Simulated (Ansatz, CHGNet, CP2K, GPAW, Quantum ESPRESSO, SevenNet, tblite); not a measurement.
# Graphene/h-BP/graphene sandwich (62 atoms) in other programs, against a plane-wave reference

Wanted: errors and costs of other methods on graphene/h-BP/graphene sandwich (62 atoms). A plane-wave run serves as the reference.

Main program and level: Ansatz 0.2.0; Kohn-Sham DFT, PBE, PAW, plane waves.

## 1. The structure

The cell holds 62 atoms: 48 C, 7 B and 7 P. Its edges and angles: a = 8.507 Å, b = 8.507 Å, c = 20.910 Å, α = 90.0°, β = 90.0°, γ = 120.0°. 12 cells of graphene (a = 2.46 Å, strained -0.17 %) and 7 cells of h-BP (a = 3.21 Å, +0.17 %) on one hexagonal cell, twist 10.89 deg; facing planes 3.49, 3.42 Å apart; 14 Å of vacuum; displaced by a Gaussian of 0.01 Å. Then every atom was moved at random, 0.03 Å r.m.s. a Cartesian component. Regions: layer 1, 24 atoms (24 C); layer 2, 14 atoms (7 B and 7 P); layer 3, 24 atoms (24 C). Vacuum lies along c.

## 2. Plane-wave reference

The PAW files are the set soft_2.

input.yaml

```yaml
crystal:
  lattice:
    - [8.5073, 0.0, 0.0]
    - [-4.25365, 7.36754, 0.0]
    - [0.0, 0.0, 20.91]
  atoms:
    - { symbol: C, position: [0.16636, 0.66875, 0.33481] }
    - { symbol: C, position: [0.16793, 0.50162, 0.3352] }
    - { symbol: C, position: [0.33452, 0.99888, 0.33449] }
    - { symbol: C, position: [0.32951, 0.82653, 0.33596] }
    [... 52 atom lines left out ...]
    - { symbol: C, position: [0.35513, 0.43377, 0.66576] }
    - { symbol: C, position: [0.37129, 0.27914, 0.66536] }
    - { symbol: C, position: [0.53374, 0.76987, 0.66373] }
    - { symbol: C, position: [0.53931, 0.61057, 0.66427] }
    - { symbol: C, position: [0.53182, 0.27077, 0.66732] }
    - { symbol: C, position: [0.5296, 0.10541, 0.66508] }
kpoints:
  mp_grid: { grid: [1, 1, 1] }
hamiltonian:
  xc: pbe
scf:
  occupations: { method: fermi_dirac, width: 0.05 }
output:
  forces: true
  eigenvalues: true
  populations: true
```

Started as:

```console
> ansatz run input.yaml --threads 4 --pin off --max-ram 8192MiB --backend cpu --events-out ev --progress --plain --runs-dir out
```

Numbers of over 12 decimals in the logs are rounded to 6 here.

Output:

```text
[...]
Pseudopotentials: kind: paw
Pseudopotential: C, paw, valence charge 4, recommended cutoff 420 eV (normal), C.paw.azcp
Pseudopotential: B, paw, valence charge 3, recommended cutoff 420 eV (normal), B.paw.azcp
Pseudopotential: P, paw, valence charge 5, recommended cutoff 420 eV (normal), P.paw.azcp
[...]
Crystal: 62 atoms, lattice volume = 1310.594 Å³
Basis set: ecut = 420 eV, 25707 PW (Γ), exchange–correlation on 120×120×288 points (8 copies of the dense FFT grid, shifted against one another)
Bands: 186, of which v1, the nominal top of the filled ones, is band 124 counted from 1 (123 counted from 0)
Symmetry: 1 space group operations
Space group: P1 (ITA 1), of the structure as read, at distance tolerance 1.1e-4 Å
k-points: 1
[...]
Initial density: superposition of atomic densities (neutral atoms: chi_scale 0, normalization atom), corrected by the library's trained network
Initial wavefunctions: pseudopotential atomic-orbital guess
[...]
SCF iter   1: F=—  HF=-18414.994109 eV  |F-HF|=—  |Δ(HF+E_count)|=         —  Δρ=6.16e-3  dr2=1.05e0  ethr=1.77e-3  ⟨swp⟩=16.0  Hψ=1579  notcnv=0  defer=37
preconditioner: auto → LDOS  [insulator: Δε(μ)=0.152 eV  Ē_g=13.302 eV  σ=0.050 eV  W_gap=0.64  n_scr=186 (ndim 8)  ℏωp=16.2 eV  f_vac=0.498  D(μ)=16.21/eV (n_scr^D=68)  ε∞_Penn≈2.5  β→1.0]
[...]
SCF iter  14: F=—  HF=-18414.807533 eV  |F-HF|=—  |Δ(HF+E_count)|=   8.16e-8  Δρ=2.53e-6  dr2=1.83e-7  ethr=2.15e-10  ⟨swp⟩=2.0  Hψ=206  notcnv=0  defer=52
SCF iter  15: F=-18414.807533 eV  HF=-18414.807533 eV  |F-HF|=2.29e-7  |Δ(HF+E_count)|=   5.34e-7  Δρ=1.52e-6  dr2=7.41e-8  ethr=4.03e-11  ⟨swp⟩=22.0  Hψ=1559  notcnv=0
SCF 1 converged in 15 iterations: F = -18414.807533 eV  dr2 = 7.41e-8
[...]
SCF converged after 15 iterations
Free energy (F): -18414.807533 eV
Harris-Foulkes:  -18414.807533 eV  (|F-HF|=2.29e-7)
Internal energy: -18414.631351 eV  (E = F + TS)
E sigma→0 (E₀):  -18414.719442 eV
Entropy (-TS):   -0.176182 eV (-2.842 meV/atom)
Fermi energy:    1.132805 eV
--- Per-component energies (eV) ---
[...]
Σ components = -18414.807533   (vs F -18414.807533, Δ=0.00e0)
--- Forces (eV/Å), atoms counted from 1 ---
  atom   1  C     -1.69570141    -2.26441918    -0.13636209
  atom   2  C      2.02141452    -2.56245720    -0.26932772
  atom   3  C     -1.12608437     0.00776927     0.08841534
  atom   4  C     -0.02713569     2.82706116    -0.28830837
[...]
atom  62  C     -0.34291791     1.45544257     0.54102714
  max |Σ_I F_I| component: 5.14e-5 eV/Å
--- Band table (eV) ---
  k-point 0: bands = ["-18.5034", "-18.4450", "-16.8021", "-16.7151", [... 170 levels ...], "7.7451", "7.8194", "7.8485", "7.9186", "7.9947", "8.0587", "8.0638", "8.0958", "8.1209", "8.1400", "8.1568", "8.3110"]
--- Löwdin populations: 62 sites ---
  site symbol       q [e]
     0      C      3.9704
     1      C      3.9539
     2      C      3.9537
[...]
61      C      3.9487
  spilling = 0.009949 (of n_electrons = 248.000000)
```

The job ended after 13 s (4 threads of Arm Neoverse V1, shared host; peak memory 1.2 GiB).

In the SCF lines HF is the Harris–Foulkes energy and dr2 the Hartree energy of the density residual, in eV; the loop may stop once dr2 is under the threshold and the program's other checks hold. Hψ counts applications of the Hamiltonian.

Numbers from this run:

```
free energy                             : -18414.8075 eV
free energy per atom                    : -297.0130 eV/atom
SCF cycles                              : 15
r.m.s. force component                  : 1.569 eV/Å
longest force                           : 5.632 eV/Å
Fermi energy                            : 1.133 eV
levels partly filled by over 2 per cent : 5
spilling of the projection              : 0.009949
```

Length of the force by element:

```tsv
element	coordination	atoms	mean length of the force (eV/Å)	spread	least	most
B	all	7	1.59	0.570	0.753	2.45
C	all	48	2.67	1.25	0.311	5.63
P	all	7	1.60	0.702	0.572	2.97
```

Löwdin charges by element (they lack the spilled electrons, 0.040 e an atom on average):

```tsv
element	coordination	atoms	mean charge (e)	spread	least	most
B	all	7	-0.622	0.0159	-0.645	-0.597
C	all	48	0.0416	0.0062	0.0289	0.0532
P	all	7	0.689	0.024	0.641	0.720
```

By region:

```tsv
region	atoms	mean length of the force (eV/Å)
layer 1	24	2.81
layer 2	14	1.59
layer 3	24	2.53
```

The levels nearest the highest filled one (over half full), pooled over k-points and spins:

```tsv
level less the highest filled one (eV)	occupation
-2.07	2
-2.03	2
-0.225	2.00
-0.107	1.96
-0.0264	1.80
0	1.68
0.153	0.391
0.219	0.123
0.282	0.037
0.312	0.02
1.34	0
1.46	0
```

## 3. Local order

Normalised to the volume that the atoms fill. Pair distribution functions g(r), in bins of 0.2 Å:

```tsv
r (Å)	total	C-C	C-B	C-P	B-B	B-P	P-P
1.30	1.39	2.31	0.00	0.00	0.00	0.00	0.00
1.50	2.82	4.70	0.00	0.00	0.00	0.00	0.00
1.70	0.11	0.00	0.00	0.00	0.00	4.39	0.00
1.90	0.61	0.00	0.00	0.00	0.00	23.78	0.00
2.10	0.00	0.00	0.00	0.00	0.00	0.00	0.00
2.30	0.33	0.56	0.00	0.00	0.00	0.00	0.00
2.50	2.47	4.12	0.00	0.00	0.00	0.00	0.00
2.70	0.21	0.36	0.00	0.00	0.00	0.00	0.00
2.90	0.84	1.40	0.00	0.00	0.00	0.00	0.00
3.10	0.18	0.00	0.00	0.00	6.45	0.00	7.40
3.30	0.31	0.00	0.06	0.00	12.23	0.00	11.40
3.50	0.29	0.00	0.76	0.87	0.00	0.00	0.00
3.70	1.69	1.81	1.19	1.27	0.00	7.04	0.00
3.90	0.56	0.20	1.33	1.19	0.00	0.00	0.00
4.10	0.45	0.18	0.93	1.04	0.00	0.00	0.00
4.30	1.23	1.38	1.20	1.08	0.00	0.00	0.00
4.50	0.36	0.00	1.06	1.00	0.00	0.00	0.00
4.70	0.31	0.01	0.88	0.86	0.00	0.00	0.00
4.90	1.24	1.14	0.87	1.10	0.00	8.04	0.00
5.10	0.93	1.07	0.91	0.70	0.00	0.00	0.00
5.30	0.34	0.03	0.96	0.92	0.00	0.00	0.00
5.50	0.43	0.03	0.71	0.91	5.41	0.00	4.50
5.70	0.56	0.41	0.89	0.73	0.87	0.00	1.75
5.90	0.26	0.00	0.69	0.79	0.00	0.00	0.00
6.10	0.54	0.47	0.72	0.74	0.00	0.00	0.00
6.30	0.45	0.29	0.76	0.70	1.14	0.00	0.91
6.50	1.14	1.31	0.76	0.75	3.55	0.00	3.77
6.70	0.34	0.02	0.61	0.66	0.00	4.33	0.00
```

Bonds by pair of elements; cutoffs follow the first minimum of g(r), held within bounds set by covalent radii, and pairs that aren't listed don't count as bonded:

```tsv
pair A-B	cutoff (Å)	bonds	mean length (Å)	spread (Å)	shortest (Å)	B about A	A about B
C-C	1.85	72	1.42	0.043	1.31	3	3
B-P	2.33	21	1.86	0.048	1.75	3	3
```

How many atoms have how many bonded neighbours:

```tsv
element	mean	3
B	3	7
C	3	48
P	3	7
```

## 4. What was run beside it

The programs:
- CHGNet: machine-learned potential, published weights.
- CP2K 2026.2: Gaussian basis with GTH pseudopotentials and a plane-wave density; labels give functional, basis (MOLOPT sets; SR short-range, UZH the newer set with its own potentials), grid cutoff/relative cutoff and solver (OT: orbital transformation; TRS4, TC2, SIGN: linear-scaling purification with its sparsity filter), or its built-in tight binding.
- GPAW 26.7.0: PAW with atomic orbitals (LCAO), plane waves or a real-space grid of spacing h.
- Quantum ESPRESSO 7.5: plane waves; labels (QE) give functional, pseudopotential set and cutoffs of waves/density.
- SevenNet: machine-learned potential, published weights.
- tblite 0.8.0: extended tight binding, driven from Python.

All use the same cell and atoms; the electronic-structure runs use the same k-mesh, and an electronic temperature of 580 K (0.05 eV) where levels are smeared.

Differences are against the plane-wave reference, forces as r.m.s. over components; share is that over the reference's r.m.s. force, slope the least-squares factor from reference forces to these. Total energies of different programs have different zeros and aren't compared.

```tsv
run	Δ force, r.m.s. (meV/Å)	share (%)	slope	cores	CPU time	memory (GiB)
reference	-	-	-	4	51 s	1.2
CHGNet 0.3.0 potential	716	45.6	0.832	1	3.5 s	1.2
CHGNet r2SCAN potential	786	50.1	0.739	1	3.3 s	1.2
CP2K PBE, DZVP-MOLOPT-SR, 450/30 Ry, diagonalisation (coarse)	30.9	1.97	1.014	2	3.5 min	3.2
CP2K PBE, DZVP-MOLOPT-SR, 450/50 Ry, diagonalisation	30.8	1.96	1.014	2	4.4 min	3.2
CP2K PBE, TZVP-MOLOPT (SR for B), 450/50 Ry, diagonalisation	13.7	0.876	1.005	4	41 min	4.3
CP2K PBE, TZVP-UZH, 450/50 Ry, diagonalisation	25.3	1.61	1.013	4	6.5 min	4.1
CP2K RPBE, PBE potentials, DZVP-MOLOPT-SR, 450/50 Ry, diagonalisation	25.8	1.64	1.014	2	4.4 min	3.2
GPAW PBE, LCAO dzp, h 0.2 Å	113	7.23	1.054	1	1.9 min	0.73
GPAW PBE, LCAO dzp, h 0.2 Å, other mixer settings	114	7.26	1.054	1	2.4 min	0.67
GPAW PBE, LCAO sz(dzp), h 0.2 Å (coarse)	485	30.9	1.228	1	43 s	0.59
GPAW RPBE, LCAO dzp, h 0.2 Å	126	8.01	1.062	1	1.9 min	0.73
QE PBE, sssp-1.3.0-efficiency, 45/360 Ry	3.24	0.206	1.002	2	7.5 min	2.1
SevenNet l3i5 potential	822	52.4	0.992	1	9.2 s	1.3
tblite GFN1-xTB	162	10.3	0.981	1	1.3 s	0.13
tblite GFN2-xTB	163	10.4	0.959	1	3.3 s	0.13
```

Rows marked coarse were listed beforehand as settings not expected to be converged; some can still land near the reference.

Times of the machine-learned potentials are mostly Python's start and the loading of weights.

CPU time is summed over cores on a shared host, where runs went side by side, so it is rough. Symmetry, cutoffs, thresholds, outputs and thread counts weren't matched or tuned between programs; memory under MPI is the largest rank's times the ranks.

Runs without a result: CP2K GFN1-xTB, diagonalisation (not converged).

Mean charges by element (e), by run and scheme:

```tsv
run	scheme	C	B	P
reference	Löwdin	+0.04	-0.62	+0.69
CP2K PBE, DZVP-MOLOPT-SR, 450/50 Ry, diagonalisation	Mulliken	0.00	-0.26	+0.24
CP2K PBE, DZVP-MOLOPT-SR, 450/50 Ry, diagonalisation	Hirshfeld	0.00	-0.08	+0.09
CP2K PBE, TZVP-MOLOPT (SR for B), 450/50 Ry, diagonalisation	Mulliken	0.00	-0.57	+0.59
CP2K PBE, TZVP-MOLOPT (SR for B), 450/50 Ry, diagonalisation	Hirshfeld	0.00	-0.08	+0.09
CP2K PBE, TZVP-UZH, 450/50 Ry, diagonalisation	Mulliken	+0.01	-0.05	+0.01
CP2K PBE, TZVP-UZH, 450/50 Ry, diagonalisation	Hirshfeld	0.00	-0.08	+0.09
CP2K RPBE, PBE potentials, DZVP-MOLOPT-SR, 450/50 Ry, diagonalisation	Mulliken	0.00	-0.27	+0.25
CP2K RPBE, PBE potentials, DZVP-MOLOPT-SR, 450/50 Ry, diagonalisation	Hirshfeld	0.00	-0.08	+0.09
tblite GFN1-xTB	Mulliken	0.00	+0.09	-0.06
tblite GFN2-xTB	Mulliken	0.00	+0.20	-0.19
```

The reference's Löwdin charges lack the electrons that the projection spills, 0.040 e an atom on average.

Within one program, basis, potentials and functional, energies share a zero. Each run against its twin at the usual cutoff or grid and solver:

```tsv
run	twin	Δ energy (meV/atom)	Δ force, r.m.s. (meV/Å)	CPU time over the twin's
CP2K PBE, DZVP-MOLOPT-SR, 450/30 Ry, diagonalisation	DZVP-MOLOPT-SR, 450/50 Ry, diagonalisation	-0.0178	0.458	0.78
GPAW PBE, LCAO dzp, h 0.2 Å, other mixer settings	LCAO dzp, h 0.2 Å	0	2.07	1.3
```

A second geometry, displaced anew (every atom was moved at random, 0.08 Å r.m.s. a Cartesian component), gives an energy difference that all programs can be tested on. The reference puts it at 216.3 meV/atom.

```tsv
run	energy less the first geometry's (meV/atom)	error (meV/atom)	force share at the second geometry (%)
SevenNet l3i5 potential	234.7	18.5	22.4
GPAW PBE, LCAO dzp, h 0.2 Å	226.8	10.5	7.56
CHGNet 0.3.0 potential	189.4	-26.9	26.6
tblite GFN2-xTB	209.1	-7.18	10.2
CHGNet r2SCAN potential	174.7	-41.6	28.8
QE PBE, sssp-1.3.0-efficiency, 45/360 Ry	216.6	0.350	0.278
tblite GFN1-xTB	210.9	-5.38	10.3
CP2K PBE, DZVP-MOLOPT-SR, 450/50 Ry, diagonalisation	219.1	2.84	1.80
CP2K PBE, TZVP-UZH, 450/50 Ry, diagonalisation	217.8	1.51	1.50
CP2K PBE, TZVP-MOLOPT (SR for B), 450/50 Ry, diagonalisation	216.8	0.502	0.828
GPAW RPBE, LCAO dzp, h 0.2 Å	228.0	11.8	8.47
CP2K RPBE, PBE potentials, DZVP-MOLOPT-SR, 450/50 Ry, diagonalisation	219.0	2.71	1.45
CP2K PBE, DZVP-MOLOPT-SR, 450/30 Ry, diagonalisation	219.1	2.82	1.81
GPAW PBE, LCAO dzp, h 0.2 Å, other mixer settings	226.8	10.5	7.56
GPAW PBE, LCAO sz(dzp), h 0.2 Å	255.5	39.2	31.6
```

## 5. Summary of results

| Item | Value |
| --- | --- |
| reference r.m.s. force component | 1.57 eV/Å |
| nearest in forces | QE PBE, sssp-1.3.0-efficiency, 45/360 Ry, 0.21 % |
| farthest in forces | SevenNet l3i5 potential, 52 % |
| cheapest electronic-structure run beside the reference | tblite GFN1-xTB, 1.3 s of CPU time |

What this shows: PBE on plane waves or a grid with other potentials, cutoffs or grids, coarse settings apart, differs from the reference by 0.21 % (QE PBE, sssp-1.3.0-efficiency, 45/360 Ry) of the r.m.s. force; this holds the reference's own error, so differences of a few per cent don't tell which side is nearer the exact PBE result (QE's 45 Ry are 612 eV, against the reference's 420 eV). The PBE runs in local orbitals, coarse settings apart, differ by 0.88 % (CP2K PBE, TZVP-MOLOPT (SR for B), 450/50 Ry, diagonalisation) to 7.3 % (GPAW PBE, LCAO dzp, h 0.2 Å, other mixer settings); basis, grid and potentials can all enter. Tight binding differs by 10 % in each run; it is another model, with fitted parameters of its own, and the xTB methods hold dispersion. Machine-learned potentials differ by 46 % (CHGNet 0.3.0 potential) to 52 % (SevenNet l3i5 potential); they were trained on other programs' data, some at another functional. The reference samples few k-points for this cell, and its sampling error, which other DFT runs on the same mesh share, can be part of so large a difference. Among those trained on PBE data the slope goes as low as 0.83, with a correlation of 0.89, so directions differ as well as sizes. Rows with another functional or a dispersion term differ by 1.6 % (CP2K RPBE, PBE potentials, DZVP-MOLOPT-SR, 450/50 Ry, diagonalisation) to 8.0 % (GPAW RPBE, LCAO dzp, h 0.2 Å), which mixes the change of model with differences of basis and potentials, some of them made for another functional. Runs with settings chosen to be coarse differ by 2.0 % (CP2K PBE, DZVP-MOLOPT-SR, 450/30 Ry, diagonalisation) to 31 % (GPAW PBE, LCAO sz(dzp), h 0.2 Å), their programs' other errors included. Of the electronic-structure runs that take under half the reference's CPU time, tblite GFN1-xTB is among the nearest, at 10 % in 1.3 s against 51 s. GPAW PBE, LCAO sz(dzp), h 0.2 Å stiffens the forces by a factor of 1.23 while following their directions (correlation 0.986); the slopes of the 4 GPAW runs lie between 1.05 and 1.23. Charges hang on model, scheme and program or settings: among these rows the mean for P runs from -0.19 to +0.69 e, even in sign. The energy difference between the two geometries, 216 meV/atom in the reference, is met best by QE PBE, sssp-1.3.0-efficiency, 45/360 Ry (+0.35) and worst by CHGNet r2SCAN potential (-41.6). In the reference: no gap is quoted, since levels at the Fermi energy are partly filled. In the reference: mean Löwdin charges: B -0.62, C +0.04, P +0.69 e (they miss 0.99 % of the electrons, so they add up to more than the cell's charge). Periodic xTB results under one method name differ between programs and library versions. Machine-learned potentials mimic data converged in k, so the reference's own k-point error enters their differences. The reference's PBE has no dispersion term, which matters for the binding between molecules or layers. One k-point is far too coarse for the carbon or group-IV sheet, and it can put spurious forces of up to about 1 eV/Å on the sheet's atoms. The electronic-structure runs sample only Γ, in a cell whose shortest periodic width is 7 Å, which is coarse for a cell with partly filled levels.

[Also dropped from logs without a mark: logging warnings of Python, and SIESTA's first energy breakdown and zero terms.]

[Logs are printed without paths, hosts, clocks, repeated set-up lines and the standing remarks that a program may print on its own settings, such as how far it seeks lower states.]

[Hosts, paths, dates, database ids (printed as entryN), source tags and the programs' standing remarks are cut or masked in the printed files.]
